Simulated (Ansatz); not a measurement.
# AsPb3N (built on the sites of a database entry of Ca3SbN): relaxing the cell for a phonon run

Aim: bring AsPb3N (built on the sites of a database entry of Ca3SbN) to small forces and stress, as phonons need.

Calculated with Ansatz 0.2.0; DFT r2SCAN, scalar-relativistic, plane waves, PAW.

The structure was built from a prototype and need not be the compound's stable phase.

## Step 1: The structure

Symmetry: Pm-3m, No. 221, cubic system. Conventional cell: a = 4.211 Å, b = 4.211 Å, c = 4.211 Å, α = 90.00°, β = 90.00°, γ = 90.00°. Pb has 2 As at 2.11 Å nearest. As has 6 Pb at 2.11 Å nearest. Nearest to N lie 12 Pb at 2.98 Å. Farther neighbours and most contacts between anions are not listed.

## Step 2: Probe on a coarse mesh

First a cheap look: the gap decides the mesh and the occupations, the pressure tells how far the cell has to move.

input.yaml reads:

```yaml
crystal:
  lattice:
    - [4.21051, 0.0, 0.0]
    - [0.0, 4.21051, 0.0]
    - [0.0, 0.0, 4.21051]
  atoms:
    - { symbol: Pb, position: [0.0, 0.5, 0.5] }
    - { symbol: Pb, position: [0.5, 0.0, 0.5] }
    - { symbol: Pb, position: [0.5, 0.5, 0.0] }
    - { symbol: As, position: [0.5, 0.5, 0.5] }
    - { symbol: "N", position: [0.0, 0.0, 0.0] }
kpoints:
  mp_grid: { grid: [4, 4, 4] }
hamiltonian:
  xc: r2scan
scf:
  occupations: { method: gaussian, width: 0.1 }
output:
  forces: true
  stress: true
  eigenvalues: true
```

Started as:

```
ansatz run input.yaml --threads 4 --pin off --max-ram 14336MiB --backend cpu --events-out ev --progress --plain --runs-dir out
```

Numbers of over 12 decimals in the logs are rounded to 6 here.

Log:

```text
Engine: ansatz 0.2.0, aarch64-unknown-linux-gnu
Pseudopotentials: kind: paw
Pseudopotential: Pb, paw, valence charge 14, recommended cutoff 500 eV (meta_gga), Pb.paw.azcp
Pseudopotential: As, paw, valence charge 15, recommended cutoff 500 eV (meta_gga), As.paw.azcp
Pseudopotential: N, paw, valence charge 5, recommended cutoff 500 eV (meta_gga), N.paw.azcp
Functional definition: r2SCAN
  parameter k0 = 0.174
[...]
k-point 0: bands = [... 27 lower, 16.9680, 16.9680, 16.9680, 17.8006, 22.2683, 22.2683, 22.2683, 24.4356, ... 3 higher]
  k-point 1: bands = [... 27 lower, 16.8780, 16.8780, 17.1321, 20.0571, 20.8069, 21.3453, 21.3453, 23.4604, ... 3 higher]
  k-point 2: bands = [... 27 lower, 16.5132, 16.5132, 19.4892, 19.7965, 21.3043, 21.3043, 22.2044, 22.2044, ... 3 higher]
  k-point 9: bands = [... 27 lower, 12.7440, 20.3472, 20.3472, 20.3472, 23.8899, 23.8899, 25.5731, 25.7747, ... 3 higher]
[key lines of the parts left out:]
SCF converged after 9 iterations
Free energy (F): -40982.717352 eV
Fermi energy:    20.057554 eV
P = ⅓ Tr σ = 163.7574 GPa (1637.574 kbar)
```

It took 2.2 s on 4 threads of Arm Neoverse V1, shared host; peak memory 0.52 GiB; 7.9 s of CPU time.

This step gave:

* pressure: 163.8 GPa
* volume per atom: 14.93 Å³
* gap on the k-mesh: 0 eV

The coarse mesh shows no gap and a pressure of 163.8 GPa.

## Step 3: Rough relaxation

The start is far from rest, so a relaxation with loose tolerances brings it close first.

input.yaml: that of step 2 with these lines changed.

```diff
@@ -12,3 +12,3 @@
 kpoints:
-  mp_grid: { grid: [4, 4, 4] }
+  mp_grid: { grid: [6, 6, 6] }
 hamiltonian:
@@ -21 +21,6 @@
   eigenvalues: true
+relax:
+  adjacent_minimum: "off"
+  f_tol: 0.05
+  max_steps: 80
+  cell: { stress_tol: 0.5 }
```

Log:

```text
[...]
Crystal: 5 atoms, lattice volume = 74.646 Å³
Basis set: ecut = 500 eV, 1863 PW (Γ), exchange–correlation on 128×128×128 points (64 copies of the dense FFT grid, shifted against one another)
Bands: 38, of which v1, the nominal top of the filled ones, is band 31 counted from 1 (30 counted from 0)
Symmetry: 48 space group operations
[...]
k-points: 20 of 216
[...]
cell:  # Å, volume = 163.4551 Å³
    - [5.467635, 0, 0]
    - [0, 5.467635, 0]
    - [0, 0, 5.467635]
  atoms:
    - { symbol: Pb, position: [0, 0.500000, 0.500000] }
    - { symbol: Pb, position: [0.500000, 0, 0.500000] }
    - { symbol: Pb, position: [0.500000, 0.500000, 0] }
    - { symbol: As, position: [0.500000, 0.500000, 0.500000] }
    - { symbol: N, position: [0, 0, 0] }
[key lines of the parts left out:]
SCF converged after 5 iterations
Free energy (F): -41004.155643 eV
Fermi energy:    6.362296 eV
P = ⅓ Tr σ = 0.0362 GPa (0.362 kbar)
```

Wall time 42 s (4 threads); peak memory 0.82 GiB; 2.7 min of CPU time.

The steps of the relaxation:

| step | energy less that of the first step (eV) | largest force component (eV/Å) | pressure (GPa) | volume (Å³) |
| --- | --- | --- | --- | --- |
| 1 | 0.0000 | 0.0000 | 161.80 | 74.65 |
| 2 | -8.9694 | 0.0000 | 95.60 | 86.10 |
| 3 | -14.7278 | 0.0000 | 55.27 | 98.68 |
| 4 | -18.3189 | 0.0000 | 30.87 | 112.42 |
| 5 | -20.4398 | 0.0000 | 14.81 | 127.78 |
| 6 | -21.3831 | 0.0000 | 4.10 | 144.48 |
| 7 | -21.4882 | 0.0000 | 0.45 | 152.09 |
| 8* | -21.7861 | 0.0000 | 3.01 | 152.09 |
| 9 | -21.8701 | 0.0000 | 1.11 | 158.81 |
| 10 | -21.8859 | 0.0000 | 0.04 | 163.46 |
| 11* | -21.8869 | 0.0000 | 0.04 | 163.46 |

Relaxation steps marked * repeat the geometry before them on a plane-wave basis chosen anew for their cell, so energy and pressure can jump there.

The run keeps the 48 symmetry operations that it works with, so distortions that break them were not tested.

| cell as run | before | after | change |
| --- | --- | --- | --- |
| a (Å) | 4.211 | 5.468 | +29.9 % |
| b (Å) | 4.211 | 5.468 | +29.9 % |
| c (Å) | 4.211 | 5.468 | +29.9 % |
| volume (Å³/atom) | 14.93 | 32.69 | +119.0 % |

The relaxed structure:

```xyz
5
Lattice="5.4676 0.0000 0.0000 0.0000 5.4676 0.0000 0.0000 0.0000 5.4676" Properties=species:S:1:pos:R:3 pbc="T T T"
Pb    0.0000    2.7338    2.7338
Pb    2.7338    0.0000    2.7338
Pb    2.7338    2.7338    0.0000
As    2.7338    2.7338    2.7338
N     0.0000    0.0000    0.0000
```

Numbers from this step:

| Quantity | Value |
| --- | --- |
| pressure | 0.03617 GPa |
| volume per atom | 32.69 Å³ |

In this step the volume went from 14.93 to 32.69 Å³/atom.

## Step 4: Bringing the structure to rest

The cell and atoms are relaxed, since residual forces and stress would shift the frequencies.

input.yaml, the sections that differ from step 3:

```yaml
crystal:
  lattice:
    - [5.4676345988, 0.0, 0.0]
    - [0.0, 5.4676345988, 0.0]
    - [0.0, 0.0, 5.4676345988]
  atoms:
    - { symbol: Pb, position: [0.0, 0.5, 0.5] }
    - { symbol: Pb, position: [0.5, 0.0, 0.5] }
    - { symbol: Pb, position: [0.5, 0.5, 0.0] }
    - { symbol: As, position: [0.5, 0.5, 0.5] }
    - { symbol: "N", position: [0.0, 0.0, 0.0] }
kpoints:
  mp_grid: { grid: [8, 8, 8] }
relax:
  adjacent_minimum: "off"
  f_tol: 0.005
  max_steps: 80
  cell: { stress_tol: 0.05 }
# hamiltonian, scf, output: as in step 3
```

Log:

```text
[...]
Crystal: 5 atoms, lattice volume = 163.455 Å³
Basis set: ecut = 500 eV, 4139 PW (Γ), exchange–correlation on 160×160×160 points (64 copies of the dense FFT grid, shifted against one another)
Bands: 38, of which v1, the nominal top of the filled ones, is band 31 counted from 1 (30 counted from 0)
Symmetry: 48 space group operations
[...]
k-points: 35 of 512
[...]
SCF iter   1: F=—  HF=-41004.112374 eV  |F-HF|=—  |Δ(HF+E_count)|=         —  Δρ=1.40e-2  dr2=8.33e-1  dr2_τ=3.54e-2  ethr=1.77e-3  ⟨swp⟩=9.7  Hψ=6851  notcnv=0
[...]
SCF iter  10: F=-41004.078339 eV  HF=-41004.078339 eV  |F-HF|=1.50e-8  |Δ(HF+E_count)|=   1.87e-9  Δρ=2.65e-6  dr2=1.99e-8  dr2_τ=4.15e-10  ethr=1.61e-10  ⟨swp⟩=11.2  Hψ=6356  notcnv=0
SCF 1 converged in 10 iterations: F = -41004.078339 eV  dr2 = 1.99e-8
[...]
relax step   1: F+E_penalty+E_count = -41004.07833911 eV  Δ(F+E_penalty+E_count) = +0.000e0 eV  max|allowed force component| = 9.182e-29 eV/Å  Δτ_max = 0.0000 Å  P = +0.632 GPa  Ω = 163.455 Å³  (10 SCF iters, dr2 threshold 1.00e-7 eV, accepted)
Crystal: 5 atoms, lattice volume = 166.751 Å³
Basis set: ecut = 500 eV, 4169 PW (Γ), exchange–correlation on 160×160×160 points (64 copies of the dense FFT grid, shifted against one another)
[...]
SCF iter  11: F=-41004.083936 eV  HF=-41004.083936 eV  |F-HF|=1.24e-8  |Δ(HF+E_count)|=   2.43e-8  Δρ=1.94e-6  dr2=1.57e-8  dr2_τ=4.49e-10  ethr=8.06e-10  ⟨swp⟩=3.0  Hψ=4090  notcnv=0
SCF 2 converged in 11 iterations: F = -41004.083936 eV  dr2 = 1.57e-8
relax step   2: F+E_penalty+E_count = -41004.08393624 eV  Δ(F+E_penalty+E_count) = -5.597e-3 eV  max|allowed force component| = 3.798e-29 eV/Å  Δτ_max = 0.0000 Å  P = -0.056 GPa  Ω = 166.751 Å³  energy of the carried Pulay correction = -2.182e-4 eV  (11 SCF iters, dr2 threshold 5.00e-7 eV, accepted)
Crystal: 5 atoms, lattice volume = 166.480 Å³
[...]
SCF iter  10: F=-41004.084002 eV  HF=-41004.084002 eV  |F-HF|=3.64e-10  |Δ(HF+E_count)|=   2.10e-9  Δρ=3.93e-7  dr2=5.13e-10  dr2_τ=3.03e-11  ethr=1.24e-11  ⟨swp⟩=5.0  Hψ=5199  notcnv=0
SCF 3 converged in 10 iterations: F = -41004.084002 eV  dr2 = 5.13e-10
relax step   3: F+E_penalty+E_count = -41004.08400238 eV  Δ(F+E_penalty+E_count) = -6.615e-5 eV  max|allowed force component| = 4.733e-29 eV/Å  Δτ_max = 0.0000 Å  P = -0.002 GPa  Ω = 166.480 Å³  energy of the carried Pulay correction = -2.004e-4 eV  (10 SCF iters, dr2 threshold 7.71e-9 eV, accepted)
Basis set: ecut = 500 eV, 4169 PW (Γ), exchange–correlation on 180×180×180 points (64 copies of the dense FFT grid, shifted against one another)
[...]
SCF iter   5: F=-41004.084212 eV  HF=-41004.084212 eV  |F-HF|=3.64e-11  |Δ(HF+E_count)|=  7.28e-11  Δρ=5.68e-8  dr2=4.87e-12  dr2_τ=7.90e-13  ethr=1.00e-12  ⟨swp⟩=5.9  Hψ=6297  notcnv=0
SCF 4 converged in 5 iterations: F = -41004.084212 eV  dr2 = 4.87e-12
relax step   4: F+E_penalty+E_count = -41004.08421155 eV  Δ(F+E_penalty+E_count) = -2.092e-4 eV  max|allowed force component| = 3.175e-29 eV/Å  Δτ_max = 0.0000 Å  P = -0.001 GPa  Ω = 166.480 Å³  stress off target by 6.40e-4 GPa  SCF on the basis re-selected at this cell (its energy is not comparable with the rows above)  (5 SCF iters)
[...]
SCF converged after 5 iterations
Free energy (F): -41004.084212 eV
[...]
Internal energy: -41004.071979 eV  (E = F + TS)
E sigma→0 (E₀):  -41004.078095 eV
Entropy (-TS):   -0.012233 eV (-2.447 meV/atom)
Fermi energy:    6.076471 eV
[...]
--- Stress (GPa, compression-positive) ---
       -0.000640       0.000000      -0.000000
        0.000000      -0.000640       0.000000
       -0.000000       0.000000      -0.000640
  P = ⅓ Tr σ = -0.0006 GPa (-0.006 kbar)
--- Band table (eV; the first three rows and the last of 35) ---
  k-point 0: bands = [... 27 lower, 1.2319, 5.6569, 5.6569, 5.6569, 8.0843, 8.0843, 8.0843, 8.5787, ... 3 higher]
  k-point 1: bands = [... 27 lower, 2.0134, 5.6454, 5.6454, 5.7067, 7.9142, 7.9325, 7.9325, 8.3437, ... 3 higher]
  k-point 2: bands = [... 27 lower, 3.4521, 5.5965, 5.5965, 5.8526, 7.5701, 7.6236, 7.6236, 7.8561, ... 3 higher]
  k-point 34: bands = [... 27 lower, 3.9730, 6.8764, 6.8764, 6.8764, 7.0358, 7.0358, 7.0358, 8.3981, ... 3 higher]
--- Relaxed structure (3 steps of the walk, 3 accepted, 1 SCFs on fresh bases) ---
[...]
cell:  # Å, volume = 166.4800 Å³
    - [5.501157, 0, 0]
    - [0, 5.501157, 0]
    - [0, 0, 5.501157]
  atoms:
    - { symbol: Pb, position: [0, 0.5, 0.5] }
    - { symbol: Pb, position: [0.5, 0, 0.5] }
    - { symbol: Pb, position: [0.5, 0.5, 0] }
    - { symbol: As, position: [0.5, 0.5, 0.5] }
    - { symbol: N, position: [0, 0, 0] }
```

Wall time 35 s (4 threads); peak memory 1 GiB; 2.3 min of CPU time.

The steps of the relaxation:

| step | energy less that of the first step (eV) | largest force component (eV/Å) | pressure (GPa) | volume (Å³) |
| --- | --- | --- | --- | --- |
| 1 | 0.0000 | 0.0000 | 0.63 | 163.46 |
| 2 | -0.0056 | 0.0000 | -0.06 | 166.75 |
| 3 | -0.0057 | 0.0000 | 0.00 | 166.48 |
| 4* | -0.0059 | 0.0000 | 0.00 | 166.48 |

Relaxation steps marked * repeat the geometry before them on a plane-wave basis chosen anew for their cell, so energy and pressure can jump there.

Forces are held to the 48 operations that the run works with; a distortion that breaks them can't arise in this run.

| conventional cell, symmetrised | before | after | change |
| --- | --- | --- | --- |
| a (Å) | 5.468 | 5.501 | +0.6 % |
| b (Å) | 5.468 | 5.501 | +0.6 % |
| c (Å) | 5.468 | 5.501 | +0.6 % |
| volume (Å³/atom) | 32.69 | 33.30 | +1.9 % |

Final coordinates:

```
Pb As N
1.0
     5.50116    0.00000    0.00000
     0.00000    5.50116    0.00000
     0.00000    0.00000    5.50116
Pb As N
3 1 1
Cartesian
  0.0000 2.7506 2.7506
  2.7506 0.0000 2.7506
  2.7506 2.7506 0.0000
  2.7506 2.7506 2.7506
  0.0000 0.0000 0.0000
```

This step gave:

* pressure: -6.40e-4 GPa
* volume per atom: 33.30 Å³

In this step the volume went from 32.69 to 33.30 Å³/atom.

## Step 5: Relaxing to small forces for the phonons

Phonons need a cell at rest on their own settings, so the relaxation is repeated with tight tolerances on forces and stress, using the mesh and the filling of the phonon run that follows.

input.yaml reads:

```yaml
crystal:
  lattice:
    - [5.5011570104, 0.0, 0.0]
    - [0.0, 5.5011570104, 0.0]
    - [0.0, 0.0, 5.5011570104]
  atoms:
    - { symbol: Pb, position: [0.0, 0.5, 0.5] }
    - { symbol: Pb, position: [0.5, 0.0, 0.5] }
    - { symbol: Pb, position: [0.5, 0.5, 0.0] }
    - { symbol: As, position: [0.5, 0.5, 0.5] }
    - { symbol: "N", position: [0.0, 0.0, 0.0] }
kpoints:
  mp_grid: { grid: [8, 8, 8] }
hamiltonian:
  xc: r2scan
scf:
  occupations: { method: methfessel_paxton, width: 0.2 }
output:
  forces: true
  stress: true
  eigenvalues: true
relax:
  adjacent_minimum: "off"
  f_tol: 0.001
  max_steps: 60
  cell: { stress_tol: 0.01 }
```

Log:

```text
[...]
Crystal: 5 atoms, lattice volume = 166.480 Å³
Basis set: ecut = 500 eV, 4169 PW (Γ), exchange–correlation on 180×180×180 points (64 copies of the dense FFT grid, shifted against one another)
Bands: 38, of which v1, the nominal top of the filled ones, is band 31 counted from 1 (30 counted from 0)
Symmetry: 48 space group operations
[...]
k-points: 35 of 512
[...]
--- Relaxed structure (2 steps of the walk, 2 accepted, 1 SCFs on fresh bases) ---
[...]
cell:  # Å, volume = 166.3652 Å³
    - [5.499892, 0, 0]
    - [0, 5.499892, 0.0]
    - [0, 0.0, 5.499892]
  atoms:
    - { symbol: Pb, position: [0, 0.500000, 0.500000] }
    - { symbol: Pb, position: [0.500000, 0, 0.500000] }
    - { symbol: Pb, position: [0.500000, 0.500000, 0] }
    - { symbol: As, position: [0.500000, 0.500000, 0.500000] }
    - { symbol: N, position: [0, 0, 0] }
[key lines of the parts left out:]
SCF converged after 7 iterations
Free energy (F): -41004.075567 eV
Fermi energy:    6.086813 eV
P = ⅓ Tr σ = 0.0015 GPa (0.015 kbar)
```

Wall time 30 s (4 threads); peak memory 1 GiB; 2 min of CPU time.

Little changed from the start: no atom moved by 0.005 Å and no cell edge by 0.1 %.

Numbers from this step:

| Item | Value |
| --- | --- |
| pressure | 0.001479 GPa |
| volume per atom | 33.27 Å³ |

The forces vanish by symmetry and the pressure is 0.001 GPa, within the tolerances set. The cell now holds 33.27 Å³/atom.

## Step 6: Results

```
space group after relaxation (within 0.01 Å) : Pm-3m
lattice constant a                           : 5.500 Å
lattice constant b                           : 5.500 Å
lattice constant c                           : 5.500 Å
volume per atom                              : 33.3 Å³
```

What this shows: The forces vanish by symmetry and the pressure is 0.001 GPa, within the tolerances set. The cell now holds 33.27 Å³/atom. The relaxation keeps the symmetry of its start, so it says nothing on stability against lower symmetry. Spin-orbit coupling is left out, which can matter for the heavy elements here. The starting cell was built on a prototype and not taken from a measurement, so the phase need not exist.

[Logs are printed without paths, hosts, clocks, repeated set-up lines and the standing remarks that a program may print on its own settings, such as how far it seeks lower states.]

[Hosts, paths, dates, database ids (printed as entryN), source tags and the programs' standing remarks are cut or masked in the printed files.]
